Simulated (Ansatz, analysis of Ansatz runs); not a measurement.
# A hop of Br in LiGaBr3 (P2_1/m), charge +1

Wanted: path and barrier of a jump of Br in LiGaBr3 (P2_1/m) at charge +1. The case: V_Br hop (3.6 Å), in a cell of 40 host atoms with 1 Br taken out.

Method: plane-wave PAW DFT, PBEsol; nudged elastic band between two relaxed defect structures at fixed charge in a uniform background, in Ansatz 0.2.0.

**1. Set-up**

The cell holds 39 atoms: 8 Li, 8 Ga and 23 Br. Its edges and angles: a = 12.987 Å, b = 9.956 Å, c = 12.179 Å, α = 71.0°, β = 49.5°, γ = 62.5°. It derives from LiGaBr3 (space group P2_1/m). Nearest the centre at fractional (0.581, 0.166, 0.418): Br22 at 1.78 Å, Li8 at 2.11 Å, Br39 at 3.39 Å, Li5 at 3.44 Å, Br32 at 3.55 Å, Br34 at 3.63 Å, Br24 at 3.65 Å, Ga12 at 3.91 Å. The cell carries charge +1.

The cell's shortest repeat is 10.0 Å.

**2. Relaxation of the start point, charge +1**

The ends come first: from an unrelaxed start the top is counted from too high an energy, and the barrier comes out too low. Small random displacements break the symmetry of the ideal sites, so that the defect can distort if it gains by it. The charge of +1 is set by the electron count, and a uniform background keeps the cell neutral.

Input file qp1.start/input.yaml:

```yaml
crystal:
  lattice:
    - [-0.47907076, 10.28633376, 7.91295972]
    - [6.04077238, 0.0, 7.9142655]
    - [6.51984314, 10.28633376, 0.00130578]
  atoms:
    - { symbol: Li, position: [0.0, 0.5, 0.5] }
    - { symbol: Li, position: [0.5, 0.0, 0.0] }
    - { symbol: Li, position: [0.0, 0.0, 0.5] }
    - { symbol: Li, position: [0.5, 0.5, 0.0] }
    - { symbol: Li, position: [0.25, 0.25, 0.75] }
    - { symbol: Li, position: [0.75, 0.75, 0.25] }
    - { symbol: Li, position: [0.25, 0.75, 0.75] }
    - { symbol: Li, position: [0.75, 0.25, 0.25] }
    - { symbol: Ga, position: [0.36698232, 0.5929459, 0.38301768] }
    - { symbol: Ga, position: [0.86698232, 0.0929459, 0.88301768] }
    - { symbol: Ga, position: [0.43607733, 0.32063801, 0.81392267] }
    - { symbol: Ga, position: [0.93607733, 0.82063801, 0.31392267] }
    - { symbol: Ga, position: [0.13301768, 0.9070541, 0.11698232] }
    - { symbol: Ga, position: [0.63301768, 0.4070541, 0.61698232] }
    - { symbol: Ga, position: [0.06392267, 0.17936199, 0.68607733] }
    - { symbol: Ga, position: [0.56392267, 0.67936199, 0.18607733] }
    - { symbol: Br, position: [0.38837693, 0.29618172, 0.04410768] }
    - { symbol: Br, position: [0.88837693, 0.79618172, 0.54410768] }
    - { symbol: Br, position: [0.11162307, 0.20381828, 0.45589232] }
    - { symbol: Br, position: [0.61162307, 0.70381828, 0.95589232] }
    - { symbol: Br, position: [0.20589232, 0.47866634, 0.86162307] }
    - { symbol: Br, position: [0.70589232, 0.97866634, 0.36162307] }
    - { symbol: Br, position: [0.33029463, 0.74086639, 0.91970537] }
    - { symbol: Br, position: [0.83029463, 0.24086639, 0.41970537] }
    - { symbol: Br, position: [0.95692725, 0.85137901, 0.97734988] }
    - { symbol: Br, position: [0.22734988, 0.96434387, 0.20692725] }
    - { symbol: Br, position: [0.72734988, 0.46434387, 0.70692725] }
    - { symbol: Br, position: [0.04307275, 0.14862099, 0.02265012] }
    - { symbol: Br, position: [0.54307275, 0.64862099, 0.52265012] }
    - { symbol: Br, position: [0.27265012, 0.53565613, 0.29307275] }
    - { symbol: Br, position: [0.77265012, 0.03565613, 0.79307275] }
    - { symbol: Br, position: [0.29410768, 0.02133366, 0.63837693] }
    - { symbol: Br, position: [0.79410768, 0.52133366, 0.13837693] }
    - { symbol: Br, position: [0.46070759, 0.07636317, 0.78929241] }
    - { symbol: Br, position: [0.96070759, 0.57636317, 0.28929241] }
    - { symbol: Br, position: [0.03929241, 0.42363683, 0.71070759] }
    - { symbol: Br, position: [0.53929241, 0.92363683, 0.21070759] }
    - { symbol: Br, position: [0.16970537, 0.75913361, 0.58029463] }
    - { symbol: Br, position: [0.66970537, 0.25913361, 0.08029463] }
total_charge: 1
basis:
  ecutwfc: 420
  xc_grid: 2
hamiltonian:
  xc: pbesol
kpoints:
  mp_grid: { grid: [1, 1, 1] }
scf:
  occupations: { method: fixed }
  max_iter: 60
output:
  forces: true
relax:
  f_tol: 0.02
  max_steps: 70
  random_displacement: { amplitude: 0.03, seed: 8732 }
```

Started as:

```bash
$ ansatz run input.yaml --threads 4 --pin off --max-ram 7536MiB --backend cpu --events-out ev --progress --plain --runs-dir out
```

Numbers of over 12 decimals in the logs are rounded to 6 here.

What it wrote:

```text
[... repeated set-up lines and file paths are left out, and long positions are rounded to six places ...]
The last accepted step is kept in <dir> (removed where the run ends without a failure and the disk answers)
Engine: ansatz 0.2.0, aarch64-unknown-linux-gnu
Pseudopotentials: kind: paw
Pseudopotential: Li, paw, valence charge 3, recommended cutoff 420 eV (normal), Li.paw.azcp
Pseudopotential: Ga, paw, valence charge 13, recommended cutoff 420 eV (normal), Ga.paw.azcp
Pseudopotential: Br, paw, valence charge 7, recommended cutoff 420 eV (normal), Br.paw.azcp
Functional definition: PBEsol
  exchange = pbesol_x
  correlation = pbesol_c
Crystal: 39 atoms, lattice volume = 1061.383 Å³
Basis set: ecut = 420 eV, 20769 PW (Γ), exchange–correlation on 180×144×180 points (8 copies of the dense FFT grid, shifted against one another)
Bands: 183, of which v1, the nominal top of the filled ones, is band 144 counted from 1 (143 counted from 0)
Symmetry: 1 space group operations
k-points: 1
Non-local potential: Li, projectors of the file, l = 0: 3, l = 1: 2, l = 2: 1
Non-local potential: Ga, projectors of the file, l = 0: 2, l = 1: 2, l = 2: 3, l = 3: 1
Non-local potential: Br, projectors of the file, l = 0: 2, l = 1: 2, l = 2: 2
PAW form: soft (Blöchl's): semilocal exchange-correlation on the pseudo side does not see the compensation charge
PAW frozen core: Ga, regenerated for the run's functional, and the local potential with it (the file was generated under x = pbe(κ = 0.804, μ = 0.219515), c = pbe(β = 0.066725))
PAW frozen core: Br, regenerated for the run's functional, and the local potential with it (the file was generated under x = pbe(κ = 0.804, μ = 0.219515), c = pbe(β = 0.066725))
PAW one-centre angular grid: Li, 110 points (default); XC on 64 Gauss nodes
PAW one-centre angular grid: Ga, 590 points (default); XC on 64 Gauss nodes
PAW one-centre angular grid: Br, 110 points (default); XC on 64 Gauss nodes
Initial density: superposition of atomic densities (neutral atoms scaled as one to the charged cell's electrons: chi_scale 0, normalization atom), corrected by the library's trained network
Initial wavefunctions: pseudopotential atomic-orbital guess
Functional: x = pbesol(κ = 0.804, μ = 0.123457), c = pbesol(β = 0.046)
SCF iter   1: F=—  HF=-94553.154271 eV  |F-HF|=—  |Δ(HF+E_count)|=         —  Δρ=7.33e-3  dr2=1.08e0  ethr=1.77e-3  ⟨swp⟩=5.0  Hψ=605  notcnv=0  defer=35
preconditioner: auto → Resta (q_TF=auto, 2.195 Å⁻¹)  ε∞=2.9  [insulator: Δε(μ)=1.894 eV  Ē_g=13.667 eV  n_scr=190 (ndim 8)  ℏωp=18.8 eV  f_vac=0.064  ε∞_Penn≈2.9]
SCF iter   2: F=—  HF=-94552.852066 eV  |F-HF|=—  |Δ(HF+E_count)|=   3.02e-1  Δρ=2.34e-3  dr2=1.33e-1  ethr=3.76e-4  ⟨swp⟩=3.0  Hψ=308  notcnv=0  defer=37
SCF iter   3: F=—  HF=-94552.803261 eV  |F-HF|=—  |Δ(HF+E_count)|=   4.88e-2  Δρ=1.30e-3  dr2=2.82e-2  ethr=4.62e-5  ⟨swp⟩=3.0  Hψ=289  notcnv=0  defer=37
SCF iter   4: F=—  HF=-94552.797948 eV  |F-HF|=—  |Δ(HF+E_count)|=   5.31e-3  Δρ=5.22e-4  dr2=4.90e-3  ethr=9.78e-6  ⟨swp⟩=3.0  Hψ=332  notcnv=0  defer=37
SCF iter   5: F=—  HF=-94552.800532 eV  |F-HF|=—  |Δ(HF+E_count)|=   2.58e-3  Δρ=1.37e-4  dr2=4.67e-4  ethr=1.70e-6  ⟨swp⟩=3.0  Hψ=288  notcnv=0  defer=37
SCF iter   6: F=—  HF=-94552.801183 eV  |F-HF|=—  |Δ(HF+E_count)|=   6.51e-4  Δρ=5.00e-5  dr2=5.68e-5  ethr=1.62e-7  ⟨swp⟩=3.0  Hψ=288  notcnv=0  defer=37
SCF iter   7: F=—  HF=-94552.801292 eV  |F-HF|=—  |Δ(HF+E_count)|=   1.08e-4  Δρ=3.46e-5  dr2=2.06e-5  ethr=3.47e-9  ⟨swp⟩=5.0  Hψ=743  notcnv=0
SCF iter   8: F=-94552.801321 eV  HF=-94552.801318 eV  |F-HF|=2.47e-6  |Δ(HF+E_count)|=   2.66e-5  Δρ=1.32e-5  dr2=2.16e-6  ethr=3.47e-9  ⟨swp⟩=5.0  Hψ=610  notcnv=0
SCF 1 converged in 8 iterations: F = -94552.801321 eV  dr2 = 2.16e-6
  greatest PAW one-centre occupation: 0.999 electrons in one spin orbital (limit 2), on the Li atom at site 4 (counted from 0), in its partial waves of l = 0
relax step   1: F+E_penalty+E_count = -94552.80132064 eV  Δ(F+E_penalty+E_count) = +0.000e0 eV  max|allowed force component| = 1.244e0 eV/Å  Δτ_max = 0.0000 Å  (8 SCF iters, dr2 threshold 1.00e-5 eV, accepted)
[... the SCF cycles and remarks between the steps are left out from here to the last step ...]
relax step   2: F+E_penalty+E_count = -94553.29008524 eV  Δ(F+E_penalty+E_count) = -4.888e-1 eV  max|allowed force component| = 6.711e-1 eV/Å  Δτ_max = 0.1901 Å  (7 SCF iters, dr2 threshold 9.68e-5 eV, accepted)
relax step   3: F+E_penalty+E_count = -94553.49374387 eV  Δ(F+E_penalty+E_count) = -2.037e-1 eV  max|allowed force component| = 3.848e-1 eV/Å  Δτ_max = 0.1947 Å  (7 SCF iters, dr2 threshold 2.81e-5 eV, accepted)
relax step   4: F+E_penalty+E_count = -94553.62458211 eV  Δ(F+E_penalty+E_count) = -1.308e-1 eV  max|allowed force component| = 2.933e-1 eV/Å  Δτ_max = 0.1948 Å  (7 SCF iters, dr2 threshold 4.31e-5 eV, accepted)
relax step   5: F+E_penalty+E_count = -94553.73229788 eV  Δ(F+E_penalty+E_count) = -1.077e-1 eV  max|allowed force component| = 2.222e-1 eV/Å  Δτ_max = 0.1995 Å  (6 SCF iters, dr2 threshold 2.83e-5 eV, accepted)
relax step   6: F+E_penalty+E_count = -94553.80216594 eV  Δ(F+E_penalty+E_count) = -6.987e-2 eV  max|allowed force component| = 1.342e-1 eV/Å  Δτ_max = 0.1950 Å  (6 SCF iters, dr2 threshold 2.83e-5 eV, accepted)
relax step   7: F+E_penalty+E_count = -94553.81518849 eV  Δ(F+E_penalty+E_count) = -1.302e-2 eV  max|allowed force component| = 1.001e-1 eV/Å  Δτ_max = 0.1149 Å  (6 SCF iters, dr2 threshold 6.58e-6 eV, accepted)
relax step   8: F+E_penalty+E_count = -94553.75566030 eV  Δ(F+E_penalty+E_count) = +5.953e-2 eV  max|allowed force component| = 3.618e-1 eV/Å  Δτ_max = 0.2000 Å  (7 SCF iters, dr2 threshold 3.66e-6 eV, rejected (line search))
relax step   9: F+E_penalty+E_count = -94553.82227650 eV  Δ(F+E_penalty+E_count) = -7.088e-3 eV  max|allowed force component| = 2.963e-2 eV/Å  Δτ_max = 0.0460 Å  (8 SCF iters, accepted)
relax step  10: F+E_penalty+E_count = -94553.81707667 eV  Δ(F+E_penalty+E_count) = +5.200e-3 eV  max|allowed force component| = 3.778e-2 eV/Å  Δτ_max = 0.0791 Å  (7 SCF iters, rejected (line search))
relax step  11: F+E_penalty+E_count = -94553.81832134 eV  Δ(F+E_penalty+E_count) = +3.955e-3 eV  max|allowed force component| = 1.135e-1 eV/Å  Δτ_max = 0.0302 Å  (7 SCF iters, rejected (line search))
SCF iter   1: F=—  HF=-94553.827541 eV  |F-HF|=—  |Δ(HF+E_count)|=         —  Δρ=1.65e-3  dr2=1.34e-2  ethr=3.05e-5  ⟨swp⟩=4.0  Hψ=342  notcnv=0  defer=37
SCF iter   2: F=—  HF=-94553.823775 eV  |F-HF|=—  |Δ(HF+E_count)|=   3.77e-3  Δρ=7.36e-4  dr2=2.22e-3  ethr=4.67e-6  ⟨swp⟩=2.0  Hψ=328  notcnv=0  defer=37
SCF iter   3: F=—  HF=-94553.823506 eV  |F-HF|=—  |Δ(HF+E_count)|=   2.69e-4  Δρ=9.37e-5  dr2=8.13e-5  ethr=7.73e-7  ⟨swp⟩=2.0  Hψ=286  notcnv=0  defer=37
SCF iter   4: F=—  HF=-94553.824017 eV  |F-HF|=—  |Δ(HF+E_count)|=   5.11e-4  Δρ=4.11e-5  dr2=1.75e-5  ethr=2.82e-8  ⟨swp⟩=2.0  Hψ=284  notcnv=0  defer=35
SCF iter   5: F=—  HF=-94553.824006 eV  |F-HF|=—  |Δ(HF+E_count)|=   1.09e-5  Δρ=1.37e-5  dr2=1.89e-6  ethr=6.08e-9  ⟨swp⟩=3.0  Hψ=285  notcnv=0  defer=35
SCF iter   6: F=—  HF=-94553.824006 eV  |F-HF|=—  |Δ(HF+E_count)|=   2.92e-7  Δρ=3.77e-6  dr2=2.34e-7  ethr=6.57e-10  ⟨swp⟩=2.0  Hψ=284  notcnv=0  defer=35
SCF iter   7: F=-94553.824006 eV  HF=-94553.824006 eV  |F-HF|=7.39e-9  |Δ(HF+E_count)|=   2.48e-7  Δρ=1.08e-6  dr2=2.35e-8  ethr=3.47e-11  ⟨swp⟩=4.0  Hψ=548  notcnv=0
SCF 12 converged in 7 iterations: F = -94553.824006 eV  dr2 = 2.35e-8
relax step  12: F+E_penalty+E_count = -94553.82400619 eV  Δ(F+E_penalty+E_count) = -1.730e-3 eV  max|allowed force component| = 8.317e-3 eV/Å  Δτ_max = 0.0146 Å  (7 SCF iters, accepted)
SCF converged after 7 iterations
Free energy (F): -94553.824006 eV
Harris-Foulkes:  -94553.824006 eV  (|F-HF|=7.39e-9)
Internal energy: -94553.824006 eV  (E = F + TS)
E sigma→0 (E₀):  -94553.824006 eV
Fermi energy:    2.154208 eV
--- Per-component energies (eV) ---
  E_band       = -2136.127382
  E_kinetic    = 4150.134680
  E_local      = -29324.516703  (includes V_loc(G=0)·N_el)
  E_nonlocal   = 4771.785861
  E_hartree    = 12437.455791
  E_xc         = -6633.635115
  E_vxc        = -2944.276220  (∫ρ·V_xc dr)
  E_paw        = -66426.074453  (= ΣΔE_a)
  E_vpaw       = -3664.166866  (= ΣTr[D̂ρ^β])
  E_aug_tail   = -0.000785  (compensation charges beyond the density's cutoff)
  E_ewald      = -13537.999323
  E_core_change = 9.026040  (= ΣΔE_core)
  E_smearing   = -0.000000  (= −TS)
  E_closure    = -0.000000  (closes the sum)
  E_deformation_potential = 9.485712  (in the stress; not in F)
  Σ components = -94553.824006   (vs F -94553.824006, Δ=0.00e0)
--- Forces (eV/Å), atoms counted from 1 ---
  atom   1  Li    -0.00001975    -0.00167437     0.00110336
  atom   2  Li     0.00119591    -0.00040989    -0.00038907
  atom   3  Li    -0.00273051    -0.00146683     0.00004767
  atom   4  Li    -0.00002329    -0.00098269     0.00041730
  atom   5  Li    -0.00149640    -0.00103731    -0.00161855
  atom   6  Li    -0.00214670    -0.00227542    -0.00442169
  atom   7  Li     0.00075118    -0.00095939    -0.00094986
  atom   8  Li    -0.00831609     0.00059952     0.00183861
  atom   9  Ga     0.00324266    -0.00525924    -0.00128807
  atom  10  Ga    -0.00213085     0.00017791     0.00076425
  atom  11  Ga    -0.00011796    -0.00718935     0.00221785
  atom  12  Ga    -0.00144312    -0.00186176    -0.00236145
  atom  13  Ga    -0.00091741    -0.00136313     0.00125776
  atom  14  Ga    -0.00109763     0.00642917    -0.00114415
  atom  15  Ga     0.00201562    -0.00214453    -0.00215973
  atom  16  Ga    -0.00150839    -0.00158985     0.00227897
  atom  17  Br     0.00383788     0.00182359     0.00024779
  atom  18  Br     0.00069759     0.00021572     0.00004694
  atom  19  Br    -0.00085304    -0.00112507    -0.00285296
  atom  20  Br     0.00294256     0.00305671    -0.00136330
  atom  21  Br    -0.00146684     0.00080931    -0.00075633
  atom  22  Br     0.00048500     0.00072652     0.00285559
  atom  23  Br     0.00107337     0.00048903    -0.00056605
  atom  24  Br    -0.00111082     0.00059549     0.00015248
  atom  25  Br    -0.00057633     0.00018598     0.00062298
  atom  26  Br    -0.00101530    -0.00115215     0.00175003
  atom  27  Br    -0.00151719    -0.00167596    -0.00179636
  atom  28  Br     0.00456361     0.00025351     0.00003994
  atom  29  Br     0.00276475    -0.00218154     0.00049364
  atom  30  Br    -0.00055925     0.00083768     0.00075271
  atom  31  Br     0.00234231    -0.00121080     0.00036596
  atom  32  Br    -0.00009882     0.00524421     0.00243220
  atom  33  Br    -0.00185124     0.00230052     0.00150003
  atom  34  Br    -0.00028389    -0.00175801    -0.00104885
  atom  35  Br     0.00240714     0.00231855     0.00391572
  atom  36  Br     0.00249549     0.00409485    -0.00029481
  atom  37  Br    -0.00019469     0.00204298    -0.00134001
  atom  38  Br    -0.00168844     0.00234132    -0.00076281
  atom  39  Br     0.00237942     0.00278441     0.00000304
  max |Σ_I F_I| component: 3.05e-5 eV/Å
--- Relaxed structure (12 steps of the walk, 9 accepted, 0 SCFs on fresh bases) ---
  F+E_penalty+E_count = -94553.82400619 eV   max|allowed force component| = 8.317e-3 eV/Å
  atoms:
    - { symbol: Li, position: [-0.007736, 0.500102, 0.509890] }
    - { symbol: Li, position: [0.517179, 0.000320, -0.009712] }
    - { symbol: Li, position: [-0.024764, 0.020624, 0.519250] }
    - { symbol: Li, position: [0.508108, 0.488539, -0.004050] }
    - { symbol: Li, position: [0.241579, 0.228175, 0.775056] }
    - { symbol: Li, position: [0.745799, 0.749113, 0.256848] }
    - { symbol: Li, position: [0.256683, 0.750232, 0.748952] }
    - { symbol: Li, position: [0.779186, 0.229248, 0.220402] }
    - { symbol: Ga, position: [0.321112, 0.695821, 0.342671] }
    - { symbol: Ga, position: [0.873186, 0.089302, 0.882233] }
    - { symbol: Ga, position: [0.439013, 0.317347, 0.814289] }
    - { symbol: Ga, position: [0.927404, 0.817389, 0.322935] }
    - { symbol: Ga, position: [0.133857, 0.886205, 0.119613] }
    - { symbol: Ga, position: [0.635387, 0.405451, 0.619085] }
    - { symbol: Ga, position: [0.068552, 0.178139, 0.683032] }
    - { symbol: Ga, position: [0.567565, 0.684631, 0.179034] }
    - { symbol: Br, position: [0.381652, 0.294352, 0.048425] }
    - { symbol: Br, position: [0.884886, 0.796143, 0.547745] }
    - { symbol: Br, position: [0.110533, 0.208299, 0.455363] }
    - { symbol: Br, position: [0.621248, 0.703639, 0.947529] }
    - { symbol: Br, position: [0.220206, 0.473309, 0.836016] }
    - { symbol: Br, position: [0.703408, 0.986679, 0.361527] }
    - { symbol: Br, position: [0.338603, 0.735073, 0.916832] }
    - { symbol: Br, position: [0.830776, 0.239785, 0.420239] }
    - { symbol: Br, position: [0.963042, 0.848951, 0.977737] }
    - { symbol: Br, position: [0.230262, 0.941315, 0.219830] }
    - { symbol: Br, position: [0.728325, 0.465703, 0.707995] }
    - { symbol: Br, position: [0.056023, 0.142342, 0.033861] }
    - { symbol: Br, position: [0.539776, 0.641873, 0.523708] }
    - { symbol: Br, position: [0.272259, 0.526423, 0.296695] }
    - { symbol: Br, position: [0.768758, 0.041149, 0.797970] }
    - { symbol: Br, position: [0.298452, 0.021681, 0.637503] }
    - { symbol: Br, position: [0.782338, 0.512381, 0.151408] }
    - { symbol: Br, position: [0.465110, 0.071367, 0.791035] }
    - { symbol: Br, position: [0.949909, 0.576461, 0.296558] }
    - { symbol: Br, position: [0.045980, 0.419214, 0.710512] }
    - { symbol: Br, position: [0.551912, 0.924755, 0.202599] }
    - { symbol: Br, position: [0.151904, 0.775676, 0.583502] }
    - { symbol: Br, position: [0.673970, 0.257140, 0.080048] }
```

The job ended after 50 s (4 threads of Arm Neoverse V1, shared host; peak memory 1.1 GiB; 3.1 min of CPU time).

Step by step:

```csv
step,energy less that of the first step (eV),largest force component (eV/Å)
1,0.0000,1.2443
2,-0.4888,0.6711
3,-0.6924,0.3848
4,-0.8233,0.2933
5,-0.9310,0.2222
6,-1.0008,0.1342
7,-1.0139,0.1001
8,-0.9543,0.3618
9,-1.0210,0.0296
10,-1.0158,0.0378
11,-1.0170,0.1135
12,-1.0227,0.0083
```

Relaxation steps 8, 10, 11 were tried and not accepted.

The atoms that moved most (Å, from the sites as typed, ahead of the random displacement, the mean shift of all atoms taken out):

```csv
atom,dx,dy,dz,length
Ga9,0.381,-0.889,0.450,1.067
Li8,-0.332,-0.007,0.066,0.338
Li5,0.036,0.169,-0.240,0.296
Li3,0.262,-0.059,-0.034,0.271
Br28,0.029,0.246,0.052,0.253
Br21,-0.206,-0.119,0.070,0.248
Br26,-0.056,0.160,-0.160,0.233
Br38,0.130,-0.153,-0.011,0.201
```

Final coordinates:

```xyz
39
Lattice="-0.4791 10.2863 7.9130 6.0408 0.0000 7.9143 6.5198 10.2863 0.0013" Properties=species:S:1:pos:R:3 pbc="T T T"
Li    6.3491    5.1653    3.8974
Li   -0.3092    5.2200    4.0949
Li    3.5219    5.0864   -0.0321
Li    2.6813    5.1849    7.8871
Li    6.3159   10.4574    3.7185
Li    5.8425   10.3136   11.8305
Li    9.2921   10.3443    7.9696
Li    2.4485   10.2821    7.9803
Ga    6.2836    6.8279    8.0483
Ga    5.8732   18.0568    7.6174
Ga    7.0157   12.8919    5.9865
Ga    6.5989   12.8614   13.8080
Ga    6.0691    2.6073    8.0730
Ga    6.1812   12.9039    8.2374
Ga    5.4965    7.7310    1.9532
Ga    5.0311    7.6798    9.9097
Br    1.9110    4.4239    5.3496
Br    7.9566   14.7365   13.3037
Br    4.1742    5.8210    2.5238
Br   10.1306   16.1370   10.4859
Br    8.2043   10.8647    5.4895
Br    7.9804   10.9543   13.3754
Br   10.2558   12.9138    8.4981
Br    3.7904   12.8684    8.4722
Br   11.0416   19.9635   14.3406
Br    7.0092    4.6298    9.2722
Br    7.0803   14.7745    9.4498
Br    1.0538    0.9246    1.5699
Br    7.0333   10.9394    9.3519
Br    4.9840    5.8525    6.3210
Br    5.0829   16.1159    6.4099
Br    4.1444    9.6275    2.5341
Br    3.7075    9.6048   10.2459
Br    5.3657   12.9211    4.2462
Br    4.9607   12.8216   12.0792
Br    7.1428    7.7815    3.6825
Br    6.6427    7.7612   11.6863
Br    8.4172    7.5646    7.3417
Br    1.7523    7.7561    7.3683
```

Neighbours of Br22 at the end:

```csv
atom,distance (Å)
Ga12,2.394
Li8,2.657
Li6,2.714
Br39,3.728
Br35,3.780
Br18,3.783
Br25,3.811
Br37,3.852
Br32,3.897
```

This step gave:

```
free energy                                                                                       : -94553.8240 eV
largest move from the ideal geometry of this structure, a common shift of the far atoms taken out : 1.026 Å
```

The relaxation gained 1.023 eV and ended with a largest force component of 0.0083 eV/Å.

[end of part 1 of 4]

[Logs are printed without paths, hosts, clocks, repeated set-up lines and the standing remarks that a program may print on its own settings, such as how far it seeks lower states.]

[Hosts, paths, dates, database ids (printed as entryN), source tags and the programs' standing remarks are cut or masked in the printed files.]
